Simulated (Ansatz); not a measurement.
# Lattice dynamics of CaTi2 (built on the sites of a database entry of MgZr2)

Aim: the vibrations of CaTi2 (built on the sites of a database entry of MgZr2), their spectra, and whether the structure is stable.

Method: DFT PBEsol, scalar-relativistic, plane waves, PAW, in Ansatz 0.2.0.

The structure was built from a prototype and need not be the compound's stable phase.

## (1) Starting point

The structure is trigonal, space group R-3m (No. 166). Conventional cell: a = 3.241 Å, b = 3.241 Å, c = 23.385 Å, α = 90.00°, β = 90.00°, γ = 120.00°. Ca has 6 Ca at 3.24 Å and 6 Ti at 3.26 Å nearest. Nearest to Ti lie 9 Ti at 3.10 to 3.24 Å and 3 Ca at 3.26 Å. Farther neighbours are not listed.

Structure file:

```cif
data_structure
_symmetry_space_group_name_H-M 'R-3m:H'
_symmetry_Int_Tables_number 166
_cell_length_a 3.2408
_cell_length_b 3.2408
_cell_length_c 23.3854
_cell_angle_alpha 90.000
_cell_angle_beta 90.000
_cell_angle_gamma 120.000
_cell_volume 212.70
loop_
_atom_site_label
_atom_site_type_symbol
_atom_site_symmetry_multiplicity
_atom_site_Wyckoff_symbol
_atom_site_fract_x
_atom_site_fract_y
_atom_site_fract_z
_atom_site_occupancy
Ca1 Ca 3 a 0.00000 0.00000 0.00000 1
Ti1 Ti 6 c 0.33333 0.66667 0.88609 1
```

## (2) Rough relaxation

The start is far from rest, so a relaxation with loose tolerances brings it close first.

input.yaml

```yaml
crystal:
  lattice:
    - [1.62039, 0.93554, 7.79513]
    - [-1.62039, 0.93554, 7.79513]
    - [0.0, -1.87107, 7.79513]
  atoms:
    - { symbol: Ca, position: [0.0, 0.0, 0.0] }
    - { symbol: Ti, position: [0.21942677, 0.21942677, 0.21942677] }
    - { symbol: Ti, position: [0.78057323, 0.78057323, 0.78057323] }
kpoints:
  mp_grid: { grid: [9, 9, 9] }
hamiltonian:
  xc: pbesol
scf:
  occupations: { method: gaussian, width: 0.1 }
output:
  forces: true
  stress: true
  eigenvalues: true
relax:
  adjacent_minimum: "off"
  f_tol: 0.05
  max_steps: 80
  cell: { stress_tol: 0.5 }
```

Started as:

```console
ansatz run input.yaml --threads 8 --pin off --max-ram 14336MiB --backend cpu --events-out ev --progress --plain --runs-dir out
```

Numbers of over 12 decimals in the logs are rounded to 6 here.

What it wrote:

```text
The last accepted step is kept in <dir> (removed where the run ends without a failure and the disk answers)
[...]
F+E_penalty+E_count = -6740.30349207 eV   max|allowed force component| = 1.574e-2 eV/Å   (the final SCF, on the basis selected at the relaxed cell)
  cell:  # Å, volume = 64.4318 Å³
    - [1.554427, 0.897450, 7.697847]
    - [-1.554427, 0.897450, 7.697847]
    - [0, -1.794896, 7.697848]
  atoms:
    - { symbol: Ca, position: [0, 0, 0] }
    - { symbol: Ti, position: [0.211325, 0.211325, 0.211325] }
    - { symbol: Ti, position: [0.788675, 0.788675, 0.788675] }
[key lines of the parts left out:]
SCF converged after 6 iterations
Free energy (F): -6740.303492 eV
Fermi energy:    10.573991 eV
P = ⅓ Tr σ = 0.0024 GPa (0.024 kbar)
```

Elapsed: 4.1 s, on 8 threads of Intel Xeon Platinum 8488C (Sapphire Rapids), shared host; peak memory 0.56 GiB.

The steps of the relaxation:

```
step  energy less that of the first step (eV)  largest force component (eV/Å)  pressure (GPa)  volume (Å³)
   1                                   0.0000                          1.7569           -6.38        70.90
   2                                  -0.5477                          0.0095           -1.79        66.59
   3                                  -0.5638                          0.0376            0.76        63.52
   4                                  -0.5667                          0.0155            0.00        64.43
  5*                                  -0.5665                          0.0157            0.00        64.43
```

Relaxation steps marked * repeat the geometry before them on a plane-wave basis chosen anew for their cell, so energy and pressure can jump there.

Forces are held to the 12 operations that the run works with; a distortion that breaks them can't arise in this run.

```
conventional cell, symmetrised  before   after  change
                         a (Å)   3.241   3.109  -4.1 %
                         b (Å)   3.241   3.109  -4.1 %
                         c (Å)  23.385  23.094  -1.2 %
              volume (Å³/atom)   23.63   21.48  -9.1 %
```

The atoms that moved most (Å, as changes of fractional coordinates times the final cell):

```
atom     dx     dy      dz  length
 Ti3  0.000  0.000   0.187   0.187
 Ti2  0.000  0.000  -0.187   0.187
```

Final coordinates:

```cif
data_structure
_symmetry_space_group_name_H-M 'P 1'
_symmetry_Int_Tables_number 1
_cell_length_a 7.9043
_cell_length_b 7.9043
_cell_length_c 7.9043
_cell_angle_alpha 22.683
_cell_angle_beta 22.683
_cell_angle_gamma 22.683
_cell_volume 64.43
loop_
_atom_site_label
_atom_site_type_symbol
_atom_site_fract_x
_atom_site_fract_y
_atom_site_fract_z
_atom_site_occupancy
Ca1 Ca 0.00000 0.00000 0.00000 1
Ti2 Ti 0.21133 0.21133 0.21133 1
Ti3 Ti 0.78867 0.78867 0.78867 1
```

This step gave:

* pressure: 0.002394 GPa
* volume per atom: 21.48 Å³
* gap on the k-mesh: 0 eV

In this step the volume went from 23.63 to 21.48 Å³/atom.

## (3) Bringing the structure to rest

The cell and atoms are relaxed, since residual forces and stress would shift the frequencies.

input.yaml

```yaml
crystal:
  lattice:
    - [1.5544267866, 0.8974503696, 7.6978471]
    - [-1.5544267866, 0.8974503696, 7.6978471]
    - [0.0, -1.7948958015, 7.6978476756]
  atoms:
    - { symbol: Ca, position: [0.0, 0.0, 0.0] }
    - { symbol: Ti, position: [0.2113254025, 0.2113254025, 0.2113254025] }
    - { symbol: Ti, position: [0.7886745975, 0.7886745975, 0.7886745975] }
kpoints:
  mp_grid: { grid: [15, 15, 15] }
hamiltonian:
  xc: pbesol
scf:
  occupations: { method: gaussian, width: 0.1 }
output:
  forces: true
  stress: true
  eigenvalues: true
  write_density: true
  write_potential: true
  elf: true
  volumetric_format: npy
relax:
  adjacent_minimum: "off"
  f_tol: 0.005
  max_steps: 80
  cell: { stress_tol: 0.05 }
```

What it wrote:

```text
[...]
Crystal: 3 atoms, lattice volume = 64.432 Å³
Basis set: ecut = 420 eV, 1255 PW (Γ), FFT grids on a1−a2, a2, −a2+a3, exchange–correlation on 48×108×48 points (8 copies of the dense FFT grid, shifted against one another)
Bands: 21, of which v1, the nominal top of the filled ones, is band 17 counted from 1 (16 counted from 0)
Symmetry: 12 space group operations
[...]
k-points: 344 of 3375
[...]
SCF iter   1: F=—  HF=-6740.316917 eV  |F-HF|=—  |Δ(HF+E_count)|=         —  Δρ=8.66e-3  dr2=5.96e-2  ethr=1.77e-3  ⟨swp⟩=5.2  Hψ=35472  notcnv=0
[...]
SCF iter   7: F=-6740.301337 eV  HF=-6740.301337 eV  |F-HF|=2.21e-8  |Δ(HF+E_count)|=   8.94e-8  Δρ=5.03e-6  dr2=3.27e-8  ethr=2.94e-10  ⟨swp⟩=6.4  Hψ=42832  notcnv=0
SCF 1 converged in 7 iterations: F = -6740.301337 eV  dr2 = 3.27e-8
[...]
relax step   1: F+E_penalty+E_count = -6740.30133667 eV  Δ(F+E_penalty+E_count) = +0.000e0 eV  max|allowed force component| = 2.462e-2 eV/Å  Δτ_max = 0.0000 Å  P = +0.024 GPa  Ω = 64.432 Å³  (7 SCF iters, dr2 threshold 1.00e-7 eV, accepted)
Crystal: 3 atoms, lattice volume = 64.391 Å³
[...]
SCF iter   6: F=-6740.301383 eV  HF=-6740.301383 eV  |F-HF|=4.69e-10  |Δ(HF+E_count)|=   2.84e-9  Δρ=1.15e-6  dr2=9.54e-10  ethr=4.77e-11  ⟨swp⟩=4.8  Hψ=38974  notcnv=0
SCF 2 converged in 6 iterations: F = -6740.301383 eV  dr2 = 9.54e-10
relax step   2: F+E_penalty+E_count = -6740.30138317 eV  Δ(F+E_penalty+E_count) = -4.650e-5 eV  max|allowed force component| = 1.861e-2 eV/Å  Δτ_max = 0.0029 Å  P = -0.006 GPa  Ω = 64.391 Å³  energy of the carried Pulay correction = +1.389e-6 eV  (6 SCF iters, dr2 threshold 4.99e-8 eV, accepted)
Crystal: 3 atoms, lattice volume = 64.413 Å³
[...]
SCF iter   6: F=-6740.301408 eV  HF=-6740.301408 eV  |F-HF|=7.46e-11  |Δ(HF+E_count)|=  5.11e-10  Δρ=4.71e-7  dr2=1.63e-10  ethr=7.83e-12  ⟨swp⟩=4.1  Hψ=37176  notcnv=0
SCF 3 converged in 6 iterations: F = -6740.301408 eV  dr2 = 1.63e-10
relax step   3: F+E_penalty+E_count = -6740.30140822 eV  Δ(F+E_penalty+E_count) = -2.505e-5 eV  max|allowed force component| = 2.896e-5 eV/Å  Δτ_max = 0.0013 Å  P = +0.002 GPa  Ω = 64.413 Å³  energy of the carried Pulay correction = +6.276e-7 eV  (6 SCF iters, dr2 threshold 2.16e-8 eV, accepted)
[...]
SCF iter   7: F=-6740.301408 eV  HF=-6740.301408 eV  |F-HF|=9.09e-13  |Δ(HF+E_count)|=  6.37e-12  Δρ=6.50e-8  dr2=3.99e-12  ethr=1.00e-12  ⟨swp⟩=5.1  Hψ=26766  notcnv=0
SCF 4 converged in 7 iterations: F = -6740.301408 eV  dr2 = 3.99e-12
relax step   4: F+E_penalty+E_count = -6740.30140817 eV  Δ(F+E_penalty+E_count) = +4.177e-8 eV  max|allowed force component| = 2.706e-5 eV/Å  Δτ_max = 0.0000 Å  P = +0.002 GPa  Ω = 64.413 Å³  stress off target by 2.18e-3 GPa  SCF on the basis re-selected at this cell (its energy is not comparable with the rows above)  (7 SCF iters)
[...]
SCF converged after 7 iterations
Free energy (F): -6740.301408 eV
[...]
Internal energy: -6740.283823 eV  (E = F + TS)
E sigma→0 (E₀):  -6740.292615 eV
Entropy (-TS):   -0.017585 eV (-5.862 meV/atom)
Fermi energy:    10.576904 eV
[...]
--- Forces (eV/Å), atoms counted from 1 ---
  atom   1  Ca     0.00000000     0.00000000     0.00000000
  atom   2  Ti     0.00000000    -0.00000000    -0.00002706
  atom   3  Ti    -0.00000000     0.00000000     0.00002706
  max |Σ_I F_I| component: 1.85e-17 eV/Å
--- Stress (GPa, compression-positive) ---
        0.001268      -0.000000       0.000000
       -0.000000       0.001268       0.000000
        0.000000       0.000000       0.002179
  P = ⅓ Tr σ = 0.0016 GPa (0.016 kbar)
--- Band table (eV; the first three rows and the last of 344) ---
  k-point 0: bands = [... 13 lower, 7.5231, 7.8537, 9.9629, 11.0702, 11.0702, 11.0957, 11.0957, 11.8712]
  k-point 1: bands = [... 13 lower, 7.5967, 7.9709, 9.9129, 10.9415, 11.0944, 11.1201, 11.1691, 11.8985]
  k-point 2: bands = [... 13 lower, 7.8148, 8.2826, 9.7884, 10.6839, 11.1497, 11.1595, 11.3698, 11.5672]
  k-point 343: bands = [... 13 lower, 6.4079, 8.4851, 10.5940, 11.0005, 11.0473, 11.0947, 11.1665, 11.5627]
--- Relaxed structure (3 steps of the walk, 3 accepted, 1 SCFs on fresh bases) ---
[...]
cell:  # Å, volume = 64.4135 Å³
    - [1.553510, 0.896921, 7.704742]
    - [-1.553510, 0.896921, 7.704742]
    - [0, -1.793837, 7.704743]
  atoms:
    - { symbol: Ca, position: [0, 0, 0] }
    - { symbol: Ti, position: [0.211391, 0.211391, 0.211391] }
    - { symbol: Ti, position: [0.788609, 0.788609, 0.788609] }
```

Elapsed: 11 s, on 8 threads; peak memory 0.8 GiB; 76 s of CPU time.

Step by step:

```
step  energy less that of the first step (eV)  largest force component (eV/Å)  pressure (GPa)  volume (Å³)
   1                                   0.0000                          0.0246            0.02        64.43
   2                                   0.0000                          0.0186           -0.01        64.39
   3                                  -0.0001                          0.0000            0.00        64.41
  4*                                  -0.0001                          0.0000            0.00        64.41
```

Relaxation steps marked * repeat the geometry before them on a plane-wave basis chosen anew for their cell, so energy and pressure can jump there.

Forces are held to the 12 operations that the run works with; a distortion that breaks them can't arise in this run.

```
conventional cell, symmetrised  before   after  change
                         a (Å)   3.109   3.107  -0.1 %
                         b (Å)   3.109   3.107  -0.1 %
                         c (Å)  23.094  23.114  +0.1 %
              volume (Å³/atom)   21.48   21.47  -0.0 %
```

Final coordinates:

```xyz
3
Lattice="1.5535 0.8969 7.7047 -1.5535 0.8969 7.7047 0.0000 -1.7938 7.7047" Properties=species:S:1:pos:R:3 pbc="T T T"
Ca    0.0000    0.0000    0.0000
Ti    0.0000    0.0000    4.8861
Ti    0.0000    0.0000   18.2281
```

Numbers from this step:

| Item | Value |
| --- | --- |
| pressure | 0.001572 GPa |
| volume per atom | 21.47 Å³ |

Electrostatic potential energy in the ac plane of the conventional cell at fractional y = 0.000, with atoms of Ca and Ti within 0.2 Å of it. With pseudopotentials it is smooth inside the atoms' cores, unlike the true potential.

Values in eV, 24 rows by 14 columns, each cell a mean:
```
-20 -19 -14  -6   3   7   9  10   9   6   1  -9 -16 -19
 10  10  11  11  11  11  11  11  11  11  11  11  11  10
 13  13  11  10   7   3   0  -1   1   5   8  10  12  13
 10  10  10   9   8   7   5   5   5   7   9   9  10  10
-22 -21 -16  -8   2   8  11  11  10   7  -1 -11 -18 -21
-22 -20 -16  -7   2   9  11  12  11   7   0 -10 -18 -21
  9   9  10  10  11  11  11  12  11  11  11  10  10   9
 10  10   9   8   6   3   1   0   1   4   6   8   9  10
 11  11  10   9   7   5   3   2   3   5   7   9  10  11
 14  14  13  13  12  11  10  10  10  11  12  13  13  14
 13  13  11  10   7   3   1   0   1   5   8  10  12  13
 13  13  12  11   9   6   4   4   5   7   9  11  13  13
 13  13  12  10   8   5   2   1   3   6   9  11  12  13
 13  13  12  10   8   5   3   2   3   6   9  11  12  13
 13  13  13  13  12  11  10  10  10  11  12  13  13  13
 10  10   9   8   6   3   1   0   1   4   6   8  10  10
 10  10   9   8   7   5   3   3   4   5   7   9  10  10
  6   7   8  10  11  12  12  12  12  11  10   9   8   6
-26 -25 -20 -12   0   8  11  11  10   6  -3 -15 -22 -25
-17 -15 -11  -3   4   9  11  11  10   8   2  -6 -13 -16
 12  11  11   9   8   5   3   2   3   6   8  10  11  12
 13  13  12  10   8   5   3   2   3   6   9  11  12  13
  8   8   9  10  11  11  12  12  12  11  11  10   9   8
-25 -24 -20 -11   0   6   8   9   8   5  -2 -14 -22 -24
```
Columns run along a (3.1 Å; values clipped at the 3rd and 97th percentile), rows up along c (23.1 Å), edges of the conventional cell, whose origin can differ from the input's. Atoms in or near the plane, at fractional coordinates: Ca at (0.00, 0.00), Ti at (0.00, 0.21), Ti at (0.00, 0.79).

Valence density in the ac plane of the conventional cell at fractional y = 0.000, with atoms of Ca and Ti within 0.2 Å of it. It is the smooth field of the valence electrons, not physical close to the nuclei.

Values in units of 1e0 e/Å³, 24 rows by 14 columns, each cell a mean:
```
3.3 2.8 1.7 0.8 0.3 0.1 0.1 0.1 0.1 0.2 0.4 1.0 2.1 3.0
0.1 0.1 0.1 0.1 0.1 0.1 0.1 0.1 0.1 0.1 0.1 0.1 0.1 0.1
0.2 0.2 0.2 0.2 0.2 0.3 0.3 0.4 0.3 0.2 0.2 0.2 0.2 0.2
0.3 0.3 0.2 0.2 0.2 0.2 0.3 0.3 0.3 0.2 0.2 0.2 0.2 0.3
5.6 4.8 2.7 1.1 0.4 0.2 0.2 0.2 0.2 0.2 0.5 1.5 3.5 5.1
5.4 4.5 2.6 1.0 0.3 0.2 0.1 0.1 0.1 0.2 0.4 1.4 3.3 4.8
0.1 0.1 0.1 0.1 0.1 0.1 0.1 0.1 0.1 0.1 0.1 0.1 0.1 0.1
0.1 0.1 0.1 0.1 0.2 0.3 0.4 0.4 0.3 0.2 0.2 0.1 0.1 0.1
0.1 0.1 0.1 0.1 0.2 0.2 0.3 0.3 0.3 0.2 0.1 0.1 0.1 0.1
0.1 0.1 0.1 0.1 0.1 0.1 0.1 0.1 0.1 0.1 0.1 0.1 0.1 0.1
0.1 0.1 0.1 0.2 0.2 0.3 0.4 0.4 0.3 0.2 0.2 0.2 0.1 0.1
0.2 0.2 0.2 0.2 0.2 0.3 0.3 0.3 0.3 0.2 0.2 0.2 0.2 0.2
0.1 0.1 0.2 0.2 0.2 0.3 0.4 0.4 0.3 0.3 0.2 0.2 0.2 0.1
0.1 0.1 0.1 0.1 0.2 0.2 0.3 0.3 0.3 0.2 0.2 0.1 0.1 0.1
0.1 0.1 0.1 0.1 0.1 0.1 0.1 0.1 0.1 0.1 0.1 0.1 0.1 0.1
0.1 0.1 0.1 0.1 0.2 0.3 0.4 0.4 0.3 0.2 0.2 0.1 0.1 0.1
0.1 0.1 0.1 0.1 0.2 0.2 0.3 0.3 0.3 0.2 0.1 0.1 0.1 0.1
0.2 0.2 0.2 0.1 0.1 0.1 0.1 0.1 0.1 0.1 0.1 0.1 0.2 0.2
7.0 6.0 3.5 1.3 0.4 0.2 0.2 0.1 0.2 0.2 0.5 1.8 4.4 6.4
3.9 3.3 1.8 0.7 0.3 0.2 0.2 0.2 0.2 0.2 0.4 1.0 2.3 3.5
0.2 0.2 0.2 0.2 0.2 0.3 0.3 0.3 0.3 0.3 0.2 0.2 0.2 0.2
0.1 0.1 0.1 0.2 0.2 0.2 0.3 0.3 0.3 0.2 0.2 0.2 0.1 0.1
0.2 0.2 0.1 0.1 0.1 0.1 0.1 0.1 0.1 0.1 0.1 0.1 0.2 0.2
4.4 3.8 2.4 1.1 0.4 0.2 0.1 0.1 0.1 0.2 0.5 1.4 2.9 4.0
```
Columns run along a (3.1 Å), rows up along c (23.1 Å), edges of the conventional cell, whose origin can differ from the input's. Atoms in or near the plane, at fractional coordinates: Ca at (0.00, 0.00), Ti at (0.00, 0.21), Ti at (0.00, 0.79).

ELF in the ac plane of the conventional cell at fractional y = 0.000, with atoms of Ca and Ti within 0.2 Å of it. It is the smooth field of the valence electrons, not physical close to the nuclei.

Ten even steps from '0' (0.13) to '9' (0.77), each cell a mean:
```
88752001003688
22112334322122
87410001000257
66421111111356
34531134311354
44420023201354
32222233322222
32000133210012
43100112100024
99753210124689
54210000000134
76431000012356
65321011001246
65310000000245
99753110124689
32000123210012
32100112100013
22212334322122
34631023101454
44321234311244
87531000001367
76410000000246
11112344321111
99973000004799
```
Columns run along a (3.1 Å), rows up along c (23.1 Å), edges of the conventional cell, whose origin can differ from the input's. Atoms in or near the plane, at fractional coordinates: Ca at (0.00, 0.00), Ti at (0.00, 0.21), Ti at (0.00, 0.79).

In this step the volume went from 21.48 to 21.47 Å³/atom.

## (4) Relaxing to small forces for the phonons

Phonons need a cell at rest on their own settings, so the relaxation is repeated with tight tolerances on forces and stress on the k mesh and occupations of the first response run.

input.yaml

```yaml
crystal:
  lattice:
    - [1.5535099964, 0.8969210619, 7.7047424555]
    - [-1.5535099964, 0.8969210619, 7.7047424555]
    - [0.0, -1.7938371819, 7.7047430308]
  atoms:
    - { symbol: Ca, position: [0.0, 0.0, 0.0] }
    - { symbol: Ti, position: [0.2113913851, 0.2113913851, 0.2113913851] }
    - { symbol: Ti, position: [0.7886086149, 0.7886086149, 0.7886086149] }
kpoints:
  mp_grid: { grid: [15, 15, 15] }
hamiltonian:
  xc: pbesol
scf:
  occupations: { method: methfessel_paxton, width: 0.2 }
output:
  forces: true
  stress: true
  eigenvalues: true
relax:
  adjacent_minimum: "off"
  f_tol: 0.001
  max_steps: 60
  cell: { stress_tol: 0.01 }
```

What it wrote:

```text
[...]
Crystal: 3 atoms, lattice volume = 64.413 Å³
Basis set: ecut = 420 eV, 1255 PW (Γ), FFT grids on a1−a3, a2−a3, a3, exchange–correlation on 48×48×108 points (8 copies of the dense FFT grid, shifted against one another)
Bands: 21, of which v1, the nominal top of the filled ones, is band 17 counted from 1 (16 counted from 0)
Symmetry: 12 space group operations
[...]
--- Relaxed structure (3 steps of the walk, 3 accepted, 1 SCFs on fresh bases) ---
[...]
cell:  # Å, volume = 64.3860 Å³
    - [1.553240, 0.896765, 7.704133]
    - [-1.553240, 0.896765, 7.704133]
    - [0, -1.793525, 7.704134]
  atoms:
    - { symbol: Ca, position: [0, 0, 0] }
    - { symbol: Ti, position: [0.211399, 0.211399, 0.211399] }
    - { symbol: Ti, position: [0.788601, 0.788601, 0.788601] }
[key lines of the parts left out:]
SCF converged after 10 iterations
Free energy (F): -6740.292044 eV
Fermi energy:    10.580739 eV
P = ⅓ Tr σ = -0.0000 GPa (-0.000 kbar)
```

It took 9.5 s on 8 threads; peak memory 0.79 GiB; 67 s of CPU time.

Little changed from the start: no atom moved by 0.005 Å and no cell edge by 0.1 %.

This step gave:

* pressure: -1.00e-5 GPa
* volume per atom: 21.46 Å³

The largest force component left is 0.0069 meV/Å and the pressure is 0.000 GPa, within the tolerances set. The cell now holds 21.46 Å³/atom.

(Continued in part 2 of 2.)

[Logs are printed without paths, hosts, clocks, repeated set-up lines and the standing remarks that a program may print on its own settings, such as how far it seeks lower states.]

[Hosts, paths, dates, database ids (printed as entryN), source tags and the programs' standing remarks are cut or masked in the printed files.]
